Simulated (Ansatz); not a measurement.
## Phonon transport in ZnO (zincite, P6_3mc)

Wanted: κ(T), lifetimes and mean free paths for ZnO (zincite).

Measurements to reproduce:
- thermal conductivity 60 W/m/K near room temperature (given in “Combining the AFLOW GIBBS and Elastic Libraries to efficiently and robustly screen thermo-mechanical properties of solids”, 2017, arXiv:1611.05714)

Program: Ansatz 0.2.0. Level of theory: DFT LDA, scalar-relativistic, plane waves, PAW; PAW set soft_1. Results are calculated unless marked as measured.

## (1) The structure

It takes space group P6_3mc (No. 186, hexagonal). The conventional cell has a = 3.249 Å, b = 3.249 Å, c = 5.206 Å, α = 90.00°, β = 90.00°, γ = 120.00°. Nearest to Zn lie 4 O at 1.97 to 1.98 Å. Nearest to O lie 4 Zn at 1.97 to 1.98 Å. Farther neighbours and most contacts between anions are not listed.

Structure file:

```cif
data_structure
_symmetry_space_group_name_H-M 'P6_3mc'
_symmetry_Int_Tables_number 186
_cell_length_a 3.2493
_cell_length_b 3.2493
_cell_length_c 5.2057
_cell_angle_alpha 90.000
_cell_angle_beta 90.000
_cell_angle_gamma 120.000
_cell_volume 47.60
loop_
_atom_site_label
_atom_site_type_symbol
_atom_site_symmetry_multiplicity
_atom_site_Wyckoff_symbol
_atom_site_fract_x
_atom_site_fract_y
_atom_site_fract_z
_atom_site_occupancy
Zn1 Zn 2 b 0.33333 0.66667 0.50000 1
O1 O 2 b 0.66667 0.33333 0.37901 1
```

## (2) Probe on a coarse mesh

A cheap single point shows whether the cell is a metal or an insulator and how far it is from rest; that sets the k-mesh and the occupations of what follows.

Contents of input.yaml:

```yaml
crystal:
  lattice:
    - [3.249308, 0.0, 0.0]
    - [-1.624654, 2.8139832727, 0.0]
    - [0.0, 0.0, 5.205709]
  atoms:
    - { symbol: Zn, position: [0.3333333333, 0.6666666667, 0.5] }
    - { symbol: Zn, position: [0.6666666667, 0.3333333333, 0.0] }
    - { symbol: O, position: [0.6666666667, 0.3333333333, 0.37901] }
    - { symbol: O, position: [0.3333333333, 0.6666666667, 0.87901] }
kpoints:
  mp_grid: { grid: [6, 6, 4] }
hamiltonian:
  xc: lda
  pseudopotentials: { kind: paw, azcp: { folder: soft_1 }, xc_functional: pbe }
scf:
  occupations: { method: gaussian, width: 0.1 }
  lower_state_search: "off"
output:
  forces: true
  stress: true
  eigenvalues: true
```

The run is started by

```bash
$ ansatz run input.yaml --threads 18 --pin off --max-ram 92160MiB --backend cuda --events-out ev --progress --plain --runs-dir out --max-vram 78GiB
```

Numbers of over 12 decimals in the logs are rounded to 6 here.

Log:

```text
Engine: ansatz 0.2.0, aarch64-unknown-linux-gnu
Pseudopotentials: kind: paw
Pseudopotential: Zn, paw, valence charge 12, recommended cutoff 420 eV (normal), soft_1/Zn.paw.azcp
Pseudopotential: O, paw, valence charge 6, recommended cutoff 420 eV (normal), soft_1/O.paw.azcp
Functional definition: SPW92
  exchange = slater_x
  correlation = pw_c
device memory: the entry about to start is reckoned to put 0.8 GiB on a device that reports 159.9 GiB free (of which the cap on the GPU budget leaves the run 78.0 GiB)
GPU FFT provider: cuFFT
GPU libraries: cuBLAS 13.8.1, cuFFT 12.4.0, cuSOLVER 12.3.2
GPU matrix products: emulated (plane waves: as basis.precision tells), large ones in fixed point in workspaces of 1.00 GiB
Crystal: 4 atoms, lattice volume = 47.598 Å³
Basis set: ecut = 420 eV, 941 PW (Γ)
Bands: 22, of which v1, the nominal top of the filled ones, is band 18 counted from 1 (17 counted from 0)
Symmetry: 12 space group operations
Space group: P63mc (ITA 186), of the structure as read, at distance tolerance 3.6e-5 Å
k-points: 21 of 144 (time reversal used)
Non-local potential: Zn, projectors of the file, l = 0: 2, l = 1: 2, l = 2: 3, l = 3: 1
Non-local potential: O, projectors of the file, l = 0: 2, l = 1: 2, l = 2: 1
PAW form: soft (Blöchl's): semilocal exchange-correlation on the pseudo side does not see the compensation charge
PAW frozen core: Zn, regenerated for the run's functional, and the local potential with it (the file was generated under x = pbe(κ = 0.804, μ = 0.219515), c = pbe(β = 0.066725))
PAW frozen core: O, regenerated for the run's functional, and the local potential with it (the file was generated under x = pbe(κ = 0.804, μ = 0.219515), c = pbe(β = 0.066725))
PAW one-centre angular grid: Zn, 590 points (default); XC on 64 Gauss nodes
PAW one-centre angular grid: O, 110 points (default); XC on 64 Gauss nodes
Initial density: superposition of atomic densities (chi_scale 0.1, normalization cell, long waves kept (reshape's long-wave potential 0.00 eV rms))
Initial wavefunctions: pseudopotential atomic-orbital guess
GPU buffer pool allocated for 20736 grid points (all kernels)
GPU transforms: local potential and band sums: pruned to the plane-wave sphere, on 24×24×36
Functional: x = slater, c = lda
SCF iter   1: F=—  HF=-7604.879973 eV  |F-HF|=—  |Δ(HF+E_count)|=         —  Δρ=1.09e-1  dr2=3.07e0  ethr=3.10e-3  ⟨swp⟩=5.0  Hψ=2223  notcnv=0
preconditioner: auto → Resta (q_TF=auto, 2.604 Å⁻¹)  ε∞=6.5  [insulator: Δε(μ)=1.122 eV  Ē_g=13.796 eV  σ=0.100 eV  W_gap=1.00  n_scr=22 (ndim 8)  ℏωp=32.3 eV  f_vac=0.000  D(μ)=0.00/eV (n_scr^D=0)  ε∞_Penn≈6.5]
SCF iter   2: F=—  HF=-7604.015337 eV  |F-HF|=—  |Δ(HF+E_count)|=   8.65e-1  Δρ=2.24e-2  dr2=1.73e-1  ethr=3.10e-3  ⟨swp⟩=2.4  Hψ=1062  notcnv=0
SCF iter   3: F=—  HF=-7603.907305 eV  |F-HF|=—  |Δ(HF+E_count)|=   1.08e-1  Δρ=1.64e-2  dr2=1.14e-1  ethr=4.80e-4  ⟨swp⟩=2.0  Hψ=1050  notcnv=0
SCF iter   4: F=—  HF=-7603.894320 eV  |F-HF|=—  |Δ(HF+E_count)|=   1.30e-2  Δρ=7.00e-3  dr2=1.47e-2  ethr=3.17e-4  ⟨swp⟩=2.0  Hψ=882  notcnv=0
SCF iter   5: F=—  HF=-7603.899723 eV  |F-HF|=—  |Δ(HF+E_count)|=   5.40e-3  Δρ=1.77e-3  dr2=1.94e-3  ethr=4.08e-5  ⟨swp⟩=2.7  Hψ=1017  notcnv=0
SCF iter   6: F=—  HF=-7603.899502 eV  |F-HF|=—  |Δ(HF+E_count)|=   2.20e-4  Δρ=6.93e-4  dr2=1.61e-4  ethr=5.39e-6  ⟨swp⟩=2.9  Hψ=831  notcnv=0
SCF iter   7: F=—  HF=-7603.899579 eV  |F-HF|=—  |Δ(HF+E_count)|=   7.62e-5  Δρ=1.57e-4  dr2=5.74e-6  ethr=4.48e-7  ⟨swp⟩=2.4  Hψ=815  notcnv=0
SCF iter   8: F=—  HF=-7603.899628 eV  |F-HF|=—  |Δ(HF+E_count)|=   4.98e-5  Δρ=1.82e-5  dr2=1.82e-7  ethr=1.59e-8  ⟨swp⟩=2.0  Hψ=766  notcnv=0
SCF iter   9: F=-7603.899628 eV  HF=-7603.899628 eV  |F-HF|=3.17e-10  |Δ(HF+E_count)|=   5.83e-8  Δρ=2.69e-6  dr2=4.37e-9  ethr=2.78e-10  ⟨swp⟩=5.0  Hψ=2083  notcnv=0
SCF 1 converged in 9 iterations: F = -7603.899628 eV  dr2 = 4.37e-9
  greatest PAW one-centre occupation: 0.988 electrons in one spin orbital (limit 2), on the Zn atom at site 1 (counted from 0), in its partial waves of l = 2
SCF converged after 9 iterations
Free energy (F): -7603.899628 eV
Harris-Foulkes:  -7603.899628 eV  (|F-HF|=3.17e-10)
Internal energy: -7603.899628 eV  (E = F + TS)
E sigma→0 (E₀):  -7603.899628 eV
Fermi energy:    7.096962 eV
--- Per-component energies (eV) ---
  E_band       = 47.183052
  E_kinetic    = 628.293900
  E_local      = -4444.213136  (includes V_loc(G=0)·N_el)
  E_nonlocal   = 1762.608399
  E_hartree    = 1661.236576
  E_xc         = -294.509486
  E_vxc        = -282.037028  (∫ρ·V_xc dr)
  E_paw        = -3958.030456  (= ΣΔE_a)
  E_vpaw       = -939.944068  (= ΣTr[D̂ρ^β])
  E_aug_tail   = 0.001190  (compensation charges beyond the density's cutoff)
  E_ewald      = -2962.594745
  E_core_change = 3.308130  (= ΣΔE_core)
  E_smearing   = -0.000000  (= −TS)
  E_closure    = 0.000000  (closes the sum)
  Σ components = -7603.899628   (vs F -7603.899628, Δ=0.00e0)
--- Forces (eV/Å), atoms counted from 1 ---
  atom   1  Zn     0.00000000    -0.00000000    -0.05162876
  atom   2  Zn     0.00000000     0.00000000    -0.05162876
  atom   3  O      0.00000000    -0.00000000     0.05161702
  atom   4  O     -0.00000000     0.00000000     0.05161702
  max |Σ_I F_I| component: 2.35e-5 eV/Å
--- Stress (GPa, compression-positive) ---
       -7.617593      -0.000000      -0.000000
        0.000000      -7.617593      -0.000000
        0.000000      -0.000000      -5.917380
  P = ⅓ Tr σ = -7.0509 GPa (-70.509 kbar)
--- Band table (eV; the first three rows and the last of 21) ---
  k-point 0: bands = [... 14 lower, 5.9085, 6.6539, 6.7281, 6.7281, 7.4566, 11.8042, 14.8421, 19.3897]
  k-point 1: bands = [... 14 lower, 6.0307, 6.0307, 6.6103, 6.6103, 8.6020, 11.3208, 15.2872, 18.8809]
  k-point 2: bands = [... 14 lower, 6.3228, 6.3228, 6.3228, 6.3228, 10.1079, 10.1079, 16.6525, 16.6525]
  k-point 20: bands = [... 14 lower, 4.0035, 4.0035, 5.4900, 5.4900, 14.5820, 14.5820, 14.6113, 14.6113]
```

Wall time 0.89 s (1 × NVIDIA GB200 with 18 threads of Arm Neoverse V2, shared host); peak memory 1.1 GiB.

A gap read on the k-mesh alone can miss the band edges.

Numbers from this step:

| Quantity | Value |
| --- | --- |
| pressure | -7.051 GPa |
| volume per atom | 11.90 Å³/atom |
| gap on the k-mesh | 0.7285 eV |

Force by atom:

```tsv
atom	x (eV/Å)	y (eV/Å)	z (eV/Å)	size
Zn1	0.0000	0.0000	-0.0516	0.0516
Zn2	0.0000	0.0000	-0.0516	0.0516
O3	0.0000	0.0000	0.0516	0.0516
O4	0.0000	0.0000	0.0516	0.0516
```

The start is under -7.1 GPa at this level and looks like an insulator or semiconductor on this mesh.

## (3) Finding the static equilibrium

The vibrations must be taken about the equilibrium of this functional, not about the starting cell, so the structure is relaxed.

input.yaml, the sections that differ from step 2:

```yaml
kpoints:
  mp_grid: { grid: [9, 9, 6] }
scf:
  occupations: { method: gaussian, width: 0.02 }
  lower_state_search: "off"
relax:
  adjacent_minimum: "off"
  f_tol: 0.005
  max_steps: 80
  cell: { stress_tol: 0.05 }
# crystal, hamiltonian, output: as in step 2
```

Log:

```text
[...]
Crystal: 4 atoms, lattice volume = 47.598 Å³
Basis set: ecut = 420 eV, 941 PW (Γ)
Bands: 22, of which v1, the nominal top of the filled ones, is band 18 counted from 1 (17 counted from 0)
Symmetry: 12 space group operations
[...]
k-points: 48 of 486 (time reversal used)
[...]
SCF iter   1: F=—  HF=-7604.881635 eV  |F-HF|=—  |Δ(HF+E_count)|=         —  Δρ=1.09e-1  dr2=3.06e0  ethr=3.10e-3  ⟨swp⟩=6.1  Hψ=5135  notcnv=0
[...]
SCF iter   2: F=—  HF=-7604.017421 eV  |F-HF|=—  |Δ(HF+E_count)|=   8.64e-1  Δρ=2.24e-2  dr2=1.72e-1  ethr=3.10e-3  ⟨swp⟩=2.5  Hψ=2432  notcnv=0
[...]
SCF iter   9: F=-7603.901886 eV  HF=-7603.901886 eV  |F-HF|=6.46e-11  |Δ(HF+E_count)|=   4.96e-8  Δρ=2.78e-6  dr2=4.53e-9  ethr=2.78e-10  ⟨swp⟩=5.0  Hψ=4733  notcnv=0
SCF 1 converged in 9 iterations: F = -7603.901886 eV  dr2 = 4.53e-9
[...]
relax step   1: F+E_penalty+E_count = -7603.90188553 eV  Δ(F+E_penalty+E_count) = +0.000e0 eV  max|allowed force component| = 5.162e-2 eV/Å  Δτ_max = 0.0000 Å  P = -7.043 GPa  Ω = 47.598 Å³  (9 SCF iters, dr2 threshold 1.00e-7 eV, accepted)
[...]
Crystal: 4 atoms, lattice volume = 46.412 Å³
[...]
iter 1 solved again at ethr=8.58e-6 eV; its pass at ethr=3.10e-3 eV (dr2=3.09e-3 eV) is discarded
[...]
SCF iter   2: F=—  HF=-7603.946268 eV  |F-HF|=—  |Δ(HF+E_count)|=   7.13e-4  Δρ=7.40e-4  dr2=2.48e-4  ethr=8.20e-6  ⟨swp⟩=2.0  Hψ=2001  notcnv=0
[...]
SCF iter   6: F=-7603.946248 eV  HF=-7603.946248 eV  |F-HF|=8.03e-8  |Δ(HF+E_count)|=   1.17e-6  Δρ=1.79e-5  dr2=9.42e-8  ethr=1.11e-9  ⟨swp⟩=4.7  Hψ=5771  notcnv=0
SCF 2 converged in 6 iterations: F = -7603.946248 eV  dr2 = 9.42e-8
[...]
relax step   2: F+E_penalty+E_count = -7603.94624794 eV  Δ(F+E_penalty+E_count) = -4.436e-2 eV  max|allowed force component| = 3.854e-2 eV/Å  Δτ_max = 0.0007 Å  P = -3.473 GPa  Ω = 46.412 Å³  energy of the carried Pulay correction = +4.243e-3 eV  (6 SCF iters, dr2 threshold 4.00e-7 eV, accepted)
[...]
relax step   3: F+E_penalty+E_count = -7603.96201864 eV  Δ(F+E_penalty+E_count) = -1.577e-2 eV  max|allowed force component| = 8.623e-4 eV/Å  Δτ_max = 0.0007 Å  P = +0.314 GPa  Ω = 45.306 Å³  energy of the carried Pulay correction = +8.293e-3 eV  (6 SCF iters, dr2 threshold 4.00e-7 eV, accepted)
[...]
relax step   4: F+E_penalty+E_count = -7603.96178454 eV  Δ(F+E_penalty+E_count) = +2.341e-4 eV  max|allowed force component| = 4.838e-4 eV/Å  Δτ_max = 0.0000 Å  P = +0.003 GPa  Ω = 45.392 Å³  energy of the carried Pulay correction = +7.975e-3 eV  (4 SCF iters, dr2 threshold 2.65e-7 eV, accepted)
[...]
relax step   5: F+E_penalty+E_count = -7603.95525007 eV  Δ(F+E_penalty+E_count) = +6.534e-3 eV  max|allowed force component| = 6.841e-4 eV/Å  Δτ_max = 0.0000 Å  P = -0.209 GPa  Ω = 45.392 Å³  stress off target by 2.25e-1 GPa  SCF on the basis re-selected at this cell (its energy is not comparable with the rows above)  (7 SCF iters)
[...]
relax step   6: F+E_penalty+E_count = -7603.95549832 eV  Δ(F+E_penalty+E_count) = -2.483e-4 eV  max|allowed force component| = 3.586e-4 eV/Å  Δτ_max = 0.0001 Å  P = -0.002 GPa  Ω = 45.334 Å³  energy of the carried Pulay correction = +2.095e-4 eV  (4 SCF iters, dr2 threshold 1.26e-7 eV, accepted)
[...]
SCF iter   2: F=—  HF=-7603.955352 eV  |F-HF|=—  |Δ(HF+E_count)|=   1.36e-4  Δρ=7.61e-6  dr2=1.39e-8  ethr=3.06e-10  ⟨swp⟩=2.9  Hψ=2160  notcnv=0
[...]
SCF iter   7: F=-7603.955352 eV  HF=-7603.955352 eV  |F-HF|=9.09e-13  |Δ(HF+E_count)|=  7.28e-12  Δρ=8.50e-8  dr2=2.21e-12  ethr=1.00e-12  ⟨swp⟩=4.0  Hψ=3740  notcnv=0
SCF 7 converged in 7 iterations: F = -7603.955352 eV  dr2 = 2.21e-12
relax step   7: F+E_penalty+E_count = -7603.95535225 eV  Δ(F+E_penalty+E_count) = +1.461e-4 eV  max|allowed force component| = 3.470e-4 eV/Å  Δτ_max = 0.0000 Å  P = -0.005 GPa  Ω = 45.334 Å³  stress off target by 9.13e-3 GPa  SCF on the basis re-selected at this cell (its energy is not comparable with the rows above)  (7 SCF iters)
basis re-selected at this cell: Δ(F+E_penalty+E_count) = +1.461e-4 eV, ΔP = -0.003 GPa vs the last step (what re-selecting the basis moved, of the pressure what is left beyond the Pulay correction that the steps carried, after the strain that the cell walked since its last selection, with what the two solves' SCF thresholds leave and, on support functions, any second-order correction that the steps lacked; it is no m [...]
SCF converged after 7 iterations
Free energy (F): -7603.955352 eV
[...]
Internal energy: -7603.955352 eV  (E = F + TS)
E sigma→0 (E₀):  -7603.955352 eV
Fermi energy:    7.884117 eV
[...]
--- Forces (eV/Å), atoms counted from 1 ---
  atom   1  Zn    -0.00000000     0.00000000     0.00034386
  atom   2  Zn    -0.00000000     0.00000000     0.00034386
  atom   3  O     -0.00000000     0.00000000    -0.00035010
  atom   4  O     -0.00000000    -0.00000000    -0.00035010
  max |Σ_I F_I| component: 1.25e-5 eV/Å
--- Stress (GPa, compression-positive) ---
       -0.009128       0.000000       0.000000
        0.000000      -0.009128       0.000000
        0.000000       0.000000       0.002577
  P = ⅓ Tr σ = -0.0052 GPa (-0.052 kbar)
--- Band table (eV; the first three rows and the last of 48) ---
  k-point 0: bands = [... 14 lower, 6.6272, 7.3796, 7.4870, 7.4870, 8.2809, 12.7707, 15.6760, 20.4732]
  k-point 1: bands = [... 14 lower, 6.6852, 6.8177, 7.4305, 7.4305, 8.9280, 12.5255, 15.8905, 20.4764]
  k-point 2: bands = [... 14 lower, 6.8443, 6.8443, 7.2747, 7.2747, 9.9392, 11.8745, 16.5114, 18.9490]
  k-point 47: bands = [... 14 lower, 4.6038, 4.6038, 6.1142, 6.1142, 15.4053, 15.4053, 15.5625, 15.5625]
--- Relaxed structure (5 steps of the walk, 5 accepted, 2 SCFs on fresh bases) ---
  F+E_penalty+E_count = -7603.95535225 eV   max|allowed force component| = 3.470e-4 eV/Å   (the final SCF, on the basis selected at the relaxed cell)
  cell:  # Å, volume = 45.3345 Å³
    - [3.187455, 0, 0]
    - [-1.593727, 2.760417, -1.524357983550655e-18]
    - [0, -2.8199755667166265e-18, 5.152403]
  atoms:
    - { symbol: Zn, position: [0.333333, 0.666667, 0.500272] }
    - { symbol: Zn, position: [0.666667, 0.333333, 0.000272444] }
    - { symbol: O, position: [0.666667, 0.333333, 0.378738] }
    - { symbol: O, position: [0.333333, 0.666667, 0.878738] }
```

It took 4.5 s on 1 × NVIDIA GB200 with 18 threads; peak memory 1.1 GiB; 11 s of CPU time.

Relaxation path:

```tsv
step	energy less that of the first step (eV)	largest force component (eV/Å)	pressure (GPa)	volume (Å³)
1	0.0000	0.0516	-7.04	47.60
2	-0.0444	0.0385	-3.47	46.41
3	-0.0601	0.0009	0.31	45.31
4	-0.0599	0.0005	0.00	45.39
5	-0.0534	0.0007	-0.21	45.39
6	-0.0536	0.0004	0.00	45.33
7*	-0.0535	0.0003	-0.01	45.33
```

Relaxation steps marked * repeat the geometry before them on a plane-wave basis chosen anew for their cell, so energy and pressure can jump there. The log counts 2 steps on a newly chosen plane-wave basis, not all of them marked here; energy and pressure can jump at such steps.

The run keeps the 12 symmetry operations that it works with, so distortions that break them were not tested.

```tsv
conventional cell, symmetrised	before	after	change
a (Å)	3.249	3.187	-1.9 %
b (Å)	3.249	3.187	-1.9 %
c (Å)	5.206	5.152	-1.0 %
volume (Å³/atom)	11.90	11.33	-4.8 %
```

Numbers from this step:

```
pressure          : -0.005226 GPa
gap on the k-mesh : 0.7939 eV
volume per atom   : 11.33 Å³/atom
```

The relaxation ends with a largest force component of 3.5e-4 eV/Å and a pressure of -0.01 GPa.

## (4) Tight relaxation

The thresholds are tightened for a last relaxation ahead of the phonons, and where mesh or smearing change with them the cell follows.

input.yaml, the sections that differ from step 3:

```yaml
crystal:
  lattice:
    - [3.1874549898, 0.0, 0.0]
    - [-1.5937274949, 2.7604169946, 0.0]
    - [0.0, 0.0, 5.1524030769]
  atoms:
    - { symbol: Zn, position: [0.3333333333, 0.6666666667, 0.5002724439] }
    - { symbol: Zn, position: [0.6666666667, 0.3333333333, 0.0002724439] }
    - { symbol: O, position: [0.6666666667, 0.3333333333, 0.3787375561] }
    - { symbol: O, position: [0.3333333333, 0.6666666667, 0.8787375561] }
scf:
  occupations: { method: fixed }
  lower_state_search: "off"
relax:
  adjacent_minimum: "off"
  f_tol: 0.001
  max_steps: 60
  cell: { stress_tol: 0.01 }
# kpoints, hamiltonian, output: as in step 3
```

Log:

```text
[...]
GPU FFT provider: cuFFT
GPU libraries: cuBLAS 13.8.1, cuFFT 12.4.0, cuSOLVER 12.3.2
[...]
Crystal: 4 atoms, lattice volume = 45.334 Å³
Basis set: ecut = 420 eV, 881 PW (Γ)
Bands: 22, of which v1, the nominal top of the filled ones, is band 18 counted from 1 (17 counted from 0)
Symmetry: 12 space group operations
[...]
--- Relaxed structure (1 steps of the walk, 1 accepted, 1 SCFs on fresh bases) ---
[...]
cell:  # Å, volume = 45.3345 Å³
    - [3.187455, 0.0, 0.0]
    - [-1.593727, 2.760417, 0.0]
    - [0.0, 0.0, 5.1524030769]
  atoms:
    - { symbol: Zn, position: [0.333333, 0.666667, 0.5002724439] }
    - { symbol: Zn, position: [0.666667, 0.333333, 0.0002724439] }
    - { symbol: O, position: [0.666667, 0.333333, 0.378738] }
    - { symbol: O, position: [0.333333, 0.666667, 0.878738] }
[key lines of the parts left out:]
SCF converged after 7 iterations
Free energy (F): -7603.955352 eV
Fermi energy:    7.486972 eV
P = ⅓ Tr σ = -0.0052 GPa (-0.052 kbar)
```

Elapsed: 1.6 s, on 1 × NVIDIA GB200 with 18 threads; peak memory 1.1 GiB.

Little changed from the start: no atom moved by 0.005 Å and no cell edge by 0.1 %.

Numbers from this step:

```yaml
pressure: -0.005231 GPa
```

The residual pressure is -0.0052 GPa, small enough for phonons.

(Part 1 of 3 ends here.)

[Logs are printed without paths, hosts, clocks, repeated set-up lines and the standing remarks that a program may print on its own settings, such as how far it seeks lower states.]

[Hosts, paths, dates, database ids (printed as entryN), source tags and the programs' standing remarks are cut or masked in the printed files.]

[A step with changed settings may run another functional than the one named; its input shows which.]
